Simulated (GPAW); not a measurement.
**Nb2NS2 MXene monolayer: work function by functional and basis**

How far do functional and basis move the work function of Nb2NS2 MXene monolayer?

Program: GPAW 26.7.0. Level of theory: GPAW, PAW setups; layer in a repeated cell with vacuum, relaxation of atoms and in-plane cell, in the first sound run; inputs show where later runs differ. Results are calculated unless marked as measured.

This is a report of a sequence of runs, with most program output left out.

### 1. The starting structure

The cell holds 5 atoms: 2 S, 2 Nb and 1 N. Cell: a = 3.079 Å, b = 3.079 Å, c = 20.019 Å, α = 90.0°, β = 90.0°, γ = 120.0°. Vacuum lies along c.

### 2. Relaxing the atoms

Forces are removed first; all later runs use this geometry.

File run.py:

```python
import json
import numpy as np
from ase import Atoms
from ase.filters import FrechetCellFilter
from ase.optimize import BFGS
from gpaw import GPAW, PW

slab = Atoms(
    ['S', 'Nb', 'N', 'Nb', 'S'],
    positions=[
        [-0.00000, 1.77771, 7.00000],
        [1.53954, 0.88885, 8.79456],
        [0.00000, 0.00000, 10.00948],
        [-0.00000, 1.77771, 11.22440],
        [1.53954, 0.88885, 13.01896]],
    cell=[[3.07908, 0.0, 0.0], [-1.53954, 2.66656, 0.0], [0.0, 0.0, 20.019]],
    pbc=[True, True, True])

slab.calc = GPAW(mode=PW(600), xc='PBE', kpts={'size': (12, 12, 1), 'gamma': True},
                 occupations={'name': 'fermi-dirac', 'width': 0.05}, nbands='160%',
                 convergence={'density': 1e-05}, maxiter=200,
                 symmetry={'tolerance': 1e-3}, txt='slab.txt')
result = {}
# The in-plane cell is free; stress needs a cell that repeats along all three vectors
path = []
opt = BFGS(FrechetCellFilter(slab, mask=[1, 1, 0, 0, 0, 1]), maxstep=0.2)
opt.attach(lambda: path.append((slab.get_potential_energy(), slab.positions.tolist(), slab.get_forces().tolist())))
result['relaxed'] = bool(opt.run(fmax=0.02, steps=45))
result['path'] = path
result['cell'] = slab.cell.tolist()
print('in-plane lattice', slab.cell.cellpar().round(4)[[0, 1, 5]])
energy = slab.get_potential_energy()
fermi = slab.calc.get_fermi_level()
v = slab.calc.get_electrostatic_potential().mean((0, 1)) - fermi
n = slab.calc.get_pseudo_density().mean((0, 1))
L = slab.cell[2, 2]
z = np.arange(len(v)) * L / len(v)
low, high = slab.positions[:, 2].min(), slab.positions[:, 2].max()
below, above = np.interp([low - 4.8, high + 4.8], z, v)
slopes = [np.interp(x, z, np.gradient(v, z)) for x in (low - 4.8, high + 4.8)]
eps = np.array([[slab.calc.get_eigenvalues(k, s) for k in range(len(slab.calc.get_ibz_k_points()))]
                for s in range(slab.calc.get_number_of_spins())]) - fermi
top, bottom = eps[eps < 0].max(), eps[eps > 0].min()
dipole = slab.get_dipole_moment()[2]
print(f'energy {energy:.4f} eV, Fermi level {fermi:.4f} eV, dipole {dipole:.5f} e A')
print(f'potential 4.8 A off the faces, from the Fermi level: lower {below:.4f} eV, upper {above:.4f} eV')
print(f'slope of the potential there: lower {slopes[0]:.5f}, upper {slopes[1]:.5f} eV/A')
print(f'nearest levels on the mesh: {top:.4f} and {bottom:.4f} eV')
print('magnetic moment', round(slab.get_magnetic_moment(), 3))
result.update(energy=energy, fermi=fermi, dipole=dipole, below=below, above=above, slopes=slopes, edges=[top, bottom],
              z=z.tolist(), v=v.tolist(), n=n.tolist(), positions=slab.positions.tolist(),
              forces=slab.get_forces(apply_constraint=False).tolist(), moments=slab.get_magnetic_moments().tolist())
json.dump(result, open('result.json', 'w'))
```

On the command line:

```bash
OMP_NUM_THREADS=1 OPENBLAS_NUM_THREADS=1 python run.py
```

Run time: 8.4 min. Hardware: 1 thread of Intel Xeon Platinum 8488C (Sapphire Rapids), shared host; peak memory 0.43 GiB.

This step gave:

```
dipole along the normal                    : -6.37e-4 e·Å
levels nearest the Fermi level on the mesh : -0.05790, 0.1541 eV from the Fermi level
```

Electrostatic potential energy of an electron (without an applied field's), less the Fermi level, planar mean against z:

```csv
z (Å),"electrostatic potential energy of an electron (without an applied field's), less the Fermi level, planar mean (eV)"
0.0,5.41
0.5,5.41
1.0,5.41
1.5,5.41
2.0,5.41
2.5,5.41
3.0,5.41
3.5,5.40
4.0,5.40
4.5,5.40
5.0,5.37
5.5,5.22
6.0,4.51
6.5,1.05
7.0,-11.7
7.5,-13.2
8.0,-5.64
8.5,-15.4
9.0,-21.0
9.5,-10.4
10.0,-13.9
10.5,-10.2
11.0,-20.7
11.5,-15.9
12.0,-5.73
12.5,-12.6
13.0,-12.3
13.5,0.783
14.0,4.46
14.5,5.22
15.0,5.37
15.5,5.40
16.0,5.41
16.5,5.41
17.0,5.41
17.5,5.41
18.0,5.41
18.5,5.41
19.0,5.41
19.5,5.41
```

The pseudo valence density, planar mean by z:

```csv
z (Å),"pseudo valence density, planar mean (e/Å³)"
4.0,8.8e-5
4.5,4.2e-4
5.0,0.00203
5.5,0.0102
6.0,0.0509
6.5,0.212
7.0,0.393
7.5,0.461
8.0,0.439
8.5,0.808
9.0,1.22
9.5,0.654
10.0,0.719
10.5,0.651
11.0,1.20
11.5,0.839
12.0,0.441
12.5,0.464
13.0,0.393
13.5,0.222
14.0,0.0544
14.5,0.0109
15.0,0.00218
15.5,4.5e-4
16.0,9.4e-5
```

The relaxation lowered the energy of the cell by 0.812 eV (energies extrapolated to zero smearing; the optimiser's log prints free energies). The largest force left on a free atom is 0.0011 eV/Å.

### 3. The slab's potential

With the geometry fixed, the planar mean of the potential gives the vacuum level on each side.

This step: GPAW, PAW setups; slab in vacuum (GPAW 26.7.0).

The cell differs from the one that the last finished run ended in (c 20.019 → 19.512 Å).

Edit run.py of step 2 so:

```diff
@@ -3,4 +3,2 @@
 from ase import Atoms
-from ase.filters import FrechetCellFilter
-from ase.optimize import BFGS
 from gpaw import GPAW, PW
@@ -10,23 +8,16 @@
     positions=[
-        [-0.00000, 1.77771, 7.00000],
-        [1.53954, 0.88885, 8.79456],
-        [0.00000, 0.00000, 10.00948],
-        [-0.00000, 1.77771, 11.22440],
-        [1.53954, 0.88885, 13.01896]],
-    cell=[[3.07908, 0.0, 0.0], [-1.53954, 2.66656, 0.0], [0.0, 0.0, 20.019]],
-    pbc=[True, True, True])
+        [0.00000, 1.89397, 7.00000],
+        [1.64022, 0.94698, 8.61109],
+        [0.00000, 0.00000, 9.75574],
+        [0.00000, 1.89397, 10.90039],
+        [1.64022, 0.94698, 12.51148]],
+    cell=[[3.28045, -0.0, 0.0], [-1.64022, 2.84095, 0.0], [0.0, 0.0, 19.5115]],
+    pbc=[True, True, False])
 
-slab.calc = GPAW(mode=PW(600), xc='PBE', kpts={'size': (12, 12, 1), 'gamma': True},
+slab.calc = GPAW(mode=PW(500), xc='PBE', kpts={'size': (12, 12, 1), 'gamma': True},
                  occupations={'name': 'fermi-dirac', 'width': 0.05}, nbands='160%',
                  convergence={'density': 1e-05}, maxiter=200,
+                 poissonsolver={'dipolelayer': 'xy'},
                  symmetry={'tolerance': 1e-3}, txt='slab.txt')
 result = {}
-# The in-plane cell is free; stress needs a cell that repeats along all three vectors
-path = []
-opt = BFGS(FrechetCellFilter(slab, mask=[1, 1, 0, 0, 0, 1]), maxstep=0.2)
-opt.attach(lambda: path.append((slab.get_potential_energy(), slab.positions.tolist(), slab.get_forces().tolist())))
-result['relaxed'] = bool(opt.run(fmax=0.02, steps=45))
-result['path'] = path
-result['cell'] = slab.cell.tolist()
-print('in-plane lattice', slab.cell.cellpar().round(4)[[0, 1, 5]])
 energy = slab.get_potential_energy()
```

It took 50 s on 1 thread; peak memory 0.25 GiB.

Numbers from this step:

| Item | Value |
| --- | --- |
| dipole along the normal | -3.00e-4 e·Å |
| levels nearest the Fermi level on the mesh | -0.05848, 0.1538 eV from the Fermi level |
| upper work function | 5.412 eV |
| lower work function | 5.405 eV |

The electrostatic potential energy of an electron (without an applied field's), less the Fermi level, planar mean oscillates, so the rows of the table below give means over windows of 1.67 Å about each position, cut where the curve ends. Its maxima inside the range that stand out by 2 % of the span (Å: eV): 7.7: -5.52, 9.4: -9.76, 10.1: -9.76, 11.8: -5.52. Its minima: 7.0: -17.4, 8.6: -21.9, 9.8: -14.0, 10.9: -21.9, 12.5: -17.4.

The electrostatic potential energy of an electron (without an applied field's), less the Fermi level, planar mean by z; means over each step:

z (Å), electrostatic potential energy of an electron (without an applied field's), less the Fermi level, planar mean (eV) and a bar from the least value:
```
     0.83        5.4 ##############################
     2.50        5.4 ##############################
     4.17        5.4 ##############################
     5.84        2.3 #########################
     7.51      -11.3 #####
     9.18      -15.1 
    10.86      -14.7 #
    12.52       -8.5 ##########
    14.20        4.8 #############################
    15.86        5.4 ##############################
    17.54        5.4 ##############################
    19.20        5.4 ##############################
```

Table of pseudo valence density, planar mean by z:

z (Å), pseudo valence density, planar mean (e/Å³) and a bar:
```
      3.5       0.00 
      4.0       0.00 
      4.5       0.00 
      5.0       0.00 
      5.5       0.02 #
      6.0       0.11 ###
      6.5       0.34 ########
      7.0       0.39 #########
      7.5       0.46 ###########
      8.0       0.51 #############
      8.5       1.21 ##############################
      9.0       0.86 #####################
      9.5       0.69 #################
     10.0       0.69 #################
     10.5       0.84 #####################
     11.0       1.22 ##############################
     11.5       0.53 #############
     12.0       0.46 ###########
     12.5       0.39 #########
     13.0       0.34 ########
     13.5       0.12 ###
     14.0       0.02 #
     14.5       0.00 
     15.0       0.00 
     15.5       0.00 
     16.0       0.00
```

The potential is flat to 3.6e-4 eV/Å where it is read, so the vacuum is wide enough.

### 4. Self-consistent run: xc = "LDA"

The same geometry under LDA, to see how far the functional moves the levels against the vacuum.

Edit run.py of step 3 so:

```diff
@@ -16,3 +16,3 @@
 
-slab.calc = GPAW(mode=PW(500), xc='PBE', kpts={'size': (12, 12, 1), 'gamma': True},
+slab.calc = GPAW(mode=PW(500), xc='LDA', kpts={'size': (12, 12, 1), 'gamma': True},
                  occupations={'name': 'fermi-dirac', 'width': 0.05}, nbands='160%',
```

Elapsed: 47 s, on 1 thread; peak memory 0.25 GiB.

Numbers from this step:

```
levels nearest the Fermi level on the mesh : -0.06168, 0.1550 eV from the Fermi level
upper work function                        : 5.653 eV
lower work function                        : 5.647 eV
```

Electrostatic potential energy of an electron (without an applied field's), less the Fermi level, planar mean against z:

```csv
z (Å),"electrostatic potential energy of an electron (without an applied field's), less the Fermi level, planar mean (eV)"
0.0,5.65
0.5,5.65
1.0,5.65
1.5,5.65
2.0,5.65
2.5,5.65
3.0,5.65
3.5,5.65
4.0,5.64
4.5,5.63
5.0,5.56
5.5,5.23
6.0,3.59
6.5,-3.64
7.0,-17.1
7.5,-6.86
8.0,-8.65
8.5,-20.8
9.0,-15.1
9.5,-10.5
10.0,-10.6
10.5,-14.8
11.0,-21.0
11.5,-8.92
12.0,-6.65
12.5,-17.1
13.0,-3.94
13.5,3.52
14.0,5.22
14.5,5.57
15.0,5.63
15.5,5.65
16.0,5.65
16.5,5.65
17.0,5.65
17.5,5.65
18.0,5.65
18.5,5.65
19.0,5.65
```

Table of pseudo valence density, planar mean by z:

z (Å), pseudo valence density, planar mean (e/Å³) and a bar from the least value:
```
     0.00       0.00 
     0.56       0.00 
     1.11       0.00 
     1.49       0.00 
     2.04       0.00 
     2.60       0.00 
     3.16       0.00 
     3.72       0.00 
     4.09       0.00 
     4.65       0.00 
     5.20       0.01 
     5.76       0.05 #
     6.32       0.25 ######
     6.88       0.38 #########
     7.25       0.46 ###########
     7.80       0.44 ##########
     8.36       1.02 ########################
     8.92       0.97 #######################
     9.48       0.69 ################
     9.85       0.71 #################
    10.41       0.72 #################
    10.96       1.28 ##############################
    11.52       0.51 ############
    12.08       0.47 ###########
    12.45       0.39 #########
    13.01       0.34 ########
    13.57       0.09 ##
    14.12       0.02 
    14.68       0.00 
    15.24       0.00 
    15.61       0.00 
    16.17       0.00 
    16.72       0.00 
    17.28       0.00 
    17.84       0.00 
    18.21       0.00 
    18.77       0.00 
    19.33       0.00
```

Force by atom:

```csv
atom,x (eV/Å),y (eV/Å),z (eV/Å),size
S1,0.000,0.000,0.563,0.563
Nb2,0.000,0.000,0.245,0.245
N3,0.000,0.000,0.000,0.000
Nb4,0.000,0.000,-0.245,0.245
S5,0.000,0.000,-0.563,0.563
```

The upper face's work function is 5.653 eV, against 5.412 eV in the first plane-wave PBE run at this geometry.

### 5. Self-consistent run: xc = "vdW-DF2"

The same geometry under vdW-DF2, to see how far the functional moves the levels against the vacuum (the van der Waals functionals take revPBE setups).

Edit run.py of step 4 so:

```diff
@@ -16,3 +16,3 @@
 
-slab.calc = GPAW(mode=PW(500), xc='LDA', kpts={'size': (12, 12, 1), 'gamma': True},
+slab.calc = GPAW(mode=PW(500), xc='vdW-DF2', kpts={'size': (12, 12, 1), 'gamma': True},
                  occupations={'name': 'fermi-dirac', 'width': 0.05}, nbands='160%',
```

The job ended after 63 s (1 thread; peak memory 0.43 GiB).

This step gave:

* dipole along the normal: -2.99e-4 e·Å
* levels nearest the Fermi level on the mesh: -0.05721, 0.1343 eV from the Fermi level
* upper work function: 5.803 eV
* lower work function: 5.797 eV

The electrostatic potential energy of an electron (without an applied field's), less the Fermi level, planar mean oscillates, so the rows of the table below give means over windows of 1.67 Å about each position, cut where the curve ends. Its maxima inside the range that stand out by 2 % of the span (Å: eV): 7.7: -5.64, 9.4: -9.89, 10.1: -9.89, 11.8: -5.64. Its minima: 7.0: -17.3, 8.6: -22.2, 9.8: -14.1, 10.9: -22.2, 12.5: -17.3.

Electrostatic potential energy of an electron (without an applied field's), less the Fermi level, planar mean against z; means over each step:

z (Å), electrostatic potential energy of an electron (without an applied field's), less the Fermi level, planar mean (eV) and a bar from the least value:
```
     0.83        5.8 ##############################
     2.50        5.8 ##############################
     4.17        5.8 ##############################
     5.84        2.6 #########################
     7.51      -11.4 #####
     9.18      -15.2 
    10.86      -14.9 
    12.52       -8.4 ##########
    14.20        5.1 #############################
    15.86        5.8 ##############################
    17.54        5.8 ##############################
    19.20        5.8 ##############################
```

The upper face's work function is 5.803 eV, against 5.412 eV in the first plane-wave PBE run at this geometry.

### 6. Self-consistent run: xc = "RPBE"

The same geometry under RPBE, to see how far the functional moves the levels against the vacuum.

Edit run.py of step 5 so:

```diff
@@ -16,3 +16,3 @@
 
-slab.calc = GPAW(mode=PW(500), xc='vdW-DF2', kpts={'size': (12, 12, 1), 'gamma': True},
+slab.calc = GPAW(mode=PW(500), xc='RPBE', kpts={'size': (12, 12, 1), 'gamma': True},
                  occupations={'name': 'fermi-dirac', 'width': 0.05}, nbands='160%',
```

Elapsed: 49 s, on 1 thread; peak memory 0.26 GiB.

This step gave:

```
dipole along the normal                    : -3.00e-4 e·Å
levels nearest the Fermi level on the mesh : -0.05773, 0.1519 eV from the Fermi level
upper work function                        : 5.321 eV
lower work function                        : 5.314 eV
```

The upper face's work function is 5.321 eV, against 5.412 eV in the first plane-wave PBE run at this geometry.

### 7. OptPBE vdW: xc = "optPBE-vdW"

The same geometry under optPBE-vdW, to see how far the functional moves the levels against the vacuum (the van der Waals functionals take revPBE setups).

Edit run.py of step 6 so:

```diff
@@ -16,3 +16,3 @@
 
-slab.calc = GPAW(mode=PW(500), xc='RPBE', kpts={'size': (12, 12, 1), 'gamma': True},
+slab.calc = GPAW(mode=PW(500), xc='optPBE-vdW', kpts={'size': (12, 12, 1), 'gamma': True},
                  occupations={'name': 'fermi-dirac', 'width': 0.05}, nbands='160%',
```

Run time: 62 s. Hardware: 1 thread; peak memory 0.43 GiB.

This step gave:

```
dipole along the normal                    : -2.99e-4 e·Å
levels nearest the Fermi level on the mesh : -0.05854, 0.1440 eV from the Fermi level
upper work function                        : 5.654 eV
lower work function                        : 5.648 eV
```

The electrostatic potential energy of an electron (without an applied field's), less the Fermi level, planar mean by z:

z (Å), electrostatic potential energy of an electron (without an applied field's), less the Fermi level, planar mean (eV) and a bar from the least value:
```
      0.0        5.7 ##############################
      0.5        5.6 ##############################
      1.0        5.6 ##############################
      1.5        5.6 ##############################
      2.0        5.6 ##############################
      2.5        5.6 ##############################
      3.0        5.6 ##############################
      3.5        5.6 ##############################
      4.0        5.6 ##############################
      4.5        5.6 ##############################
      5.0        5.5 ##############################
      5.5        5.2 #############################
      6.0        3.5 ############################
      6.5       -3.7 ####################
      7.0      -17.3 ####
      7.5       -7.1 ################
      8.0       -8.9 ##############
      8.5      -21.1 
      9.0      -15.3 #######
      9.5      -10.7 ############
     10.0      -10.9 ############
     10.5      -15.0 #######
     11.0      -21.2 
     11.5       -9.2 #############
     12.0       -6.9 ################
     12.5      -17.3 ####
     13.0       -4.0 ###################
     13.5        3.5 ############################
     14.0        5.2 #############################
     14.5        5.5 ##############################
     15.0        5.6 ##############################
     15.5        5.6 ##############################
     16.0        5.7 ##############################
     16.5        5.7 ##############################
     17.0        5.7 ##############################
     17.5        5.7 ##############################
     18.0        5.7 ##############################
     18.5        5.7 ##############################
     19.0        5.7 ##############################
```

The upper face's work function is 5.654 eV, against 5.412 eV in the first plane-wave PBE run at this geometry.

[end of part 1 of 2]

[Logs are printed without paths, hosts, clocks, repeated set-up lines and the standing remarks that a program may print on its own settings, such as how far it seeks lower states.]

[Hosts, paths, dates, database ids (printed as entryN), source tags and the programs' standing remarks are cut or masked in the printed files.]
